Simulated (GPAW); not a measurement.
**zigzag Ti chain, bond 2.823 A: anisotropy and exchange J(q) with GPAW**

One collinear state of zigzag Ti chain, bond 2.823 A is converged, and its anisotropy and exchange J(q) computed from it.

Method: LDA; plane waves with GPAW's PAW setups, scalar-relativistic, in GPAW 26.7.0.

### 1. The system as given

The cell holds 2 atoms: 2 Ti. Its edges and angles: a = 12.000 Å, b = 12.000 Å, c = 3.388 Å, α = 90.0°, β = 90.0°, γ = 90.0°. model lattice. Vacuum lies along a and b. The structure's axis is c.

Coordinates:

```cif
data_structure
_symmetry_space_group_name_H-M 'P 1'
_symmetry_Int_Tables_number 1
_cell_length_a 12.0000
_cell_length_b 12.0000
_cell_length_c 3.3876
_cell_angle_alpha 90.000
_cell_angle_beta 90.000
_cell_angle_gamma 90.000
_cell_volume 487.81
loop_
_atom_site_label
_atom_site_type_symbol
_atom_site_fract_x
_atom_site_fract_y
_atom_site_fract_z
_atom_site_occupancy
Ti1 Ti 0.40590 0.50000 0.00000 1
Ti2 Ti 0.59410 0.50000 0.50000 1
```

### 2. Ground-state run

All later steps read the density of this run.

Input file order1.py:

```python
import json
import numpy as np
from ase import Atoms
from ase.parallel import paropen, parprint
from gpaw import GPAW

atoms = Atoms(['Ti', 'Ti'],
    cell=[[12.0, 0.0, 0.0],
         [0.0, 12.0, 0.0],
         [0.0, 0.0, 3.3876]],
    scaled_positions=[[0.4059, 0.5, 0.0],
         [0.5941, 0.5, 0.5]],
    pbc=True,
    magmoms=[1.0, 1.0])
atoms.calc = GPAW(mode={'name': 'pw', 'ecut': 550},
    xc='LDA',
    kpts={'size': (1, 1, 8), 'gamma': True},
    occupations={'name': 'fermi-dirac', 'width': 0.05},
    convergence={'density': 1e-05, 'energy': 1e-05},
    maxiter=200,
    symmetry={'tolerance': 1e-4},
    txt='order1.txt')
e = atoms.get_potential_energy(force_consistent=True)
res = {'free_energy': e, 'energy_sigma0': atoms.get_potential_energy(), 'fermi_energy': atoms.calc.get_fermi_level()}
res['moments'] = atoms.get_magnetic_moments().tolist()
res['total'] = atoms.get_magnetic_moment()
parprint('site moments (muB):', np.round(res['moments'], 3))
parprint(f"total moment: {res['total']:.3f} muB")
parprint(f'free energy: {e:.6f} eV')
atoms.calc.write('order1.gpw')
n = atoms.calc.get_pseudo_density()
up, down = (atoms.calc.get_pseudo_density(spin=i) for i in (0, 1))
np.savez('grids.npz', density=n, spin=up - down)
with paropen('results.json', 'w') as f:
    json.dump(res, f)
```

The run is started by

```
OMP_NUM_THREADS=1 python3 order1.py > order1.log
```

The runs that follow: states for the response; easy axis by the force theorem; exchange by the magnetic force theorem. Settings of the main run: cutoff 550 eV, 1×1×8 k-mesh, fermi-dirac occupations, smearing width 0.05 eV, mesh matched on, collinear spin, starting moments 1 1 μB.

Before running: what should come out for the lowest magnon on the path?

About the ferromagnetic state the directions differ by 0.140 meV a cell, with x easiest and magnons go down to -65.0 meV at q = (0, 0, 0.375). Another order that was tried lies lower, so this state is not the ground state and its excitations are those of a higher state. The anisotropy comes from the force theorem at a frozen potential; it needs a check on a finer mesh, and shape anisotropy is not in it.

```
state                     : ferromagnetic
largest site moment       : 1.12 μB
easiest direction tried   : x
lowest magnon on the path : -65.0 meV at q = (0, 0, 0.375)
```

Only 5 wavevectors were computed; lines between them guide the eye. With sites of radius 1.09 Å the highest magnon would be 53 in place of 171 meV. A magnon of negative energy shows that the parallel state is unstable by its own couplings. The couplings rotate rigid moments on spherical sites, hang on the sites' radius and are not shown converged in the mesh. The largest sites overlap those of neighbouring magnetic atoms, so shared magnetisation counts twice.

[Long decimals in the printed logs are rounded to 6 places.]

[Logs and program files are shortened in this print: banners, set-up blocks, solver, clock and traceback lines can be left out without a mark of their own.]

[Logs are printed without paths, hosts, clocks, repeated set-up lines and the standing remarks that a program may print on its own settings, such as how far it seeks lower states.]

[Hosts, paths, dates, database ids (printed as entryN), source tags and the programs' standing remarks are cut or masked in the printed files.]

[Where the starting crystal was built by hand or by swapping elements, it need not be the compound's stable phase.]

[Where a cell is said to come from a database of computed structures, the database is the Materials Project.]

[Runs that the program refused, that were killed for memory or that had too few empty states are not shown or counted.]

[Lattice constants of own cells that a recipe calls measured were typed without a cited source.]
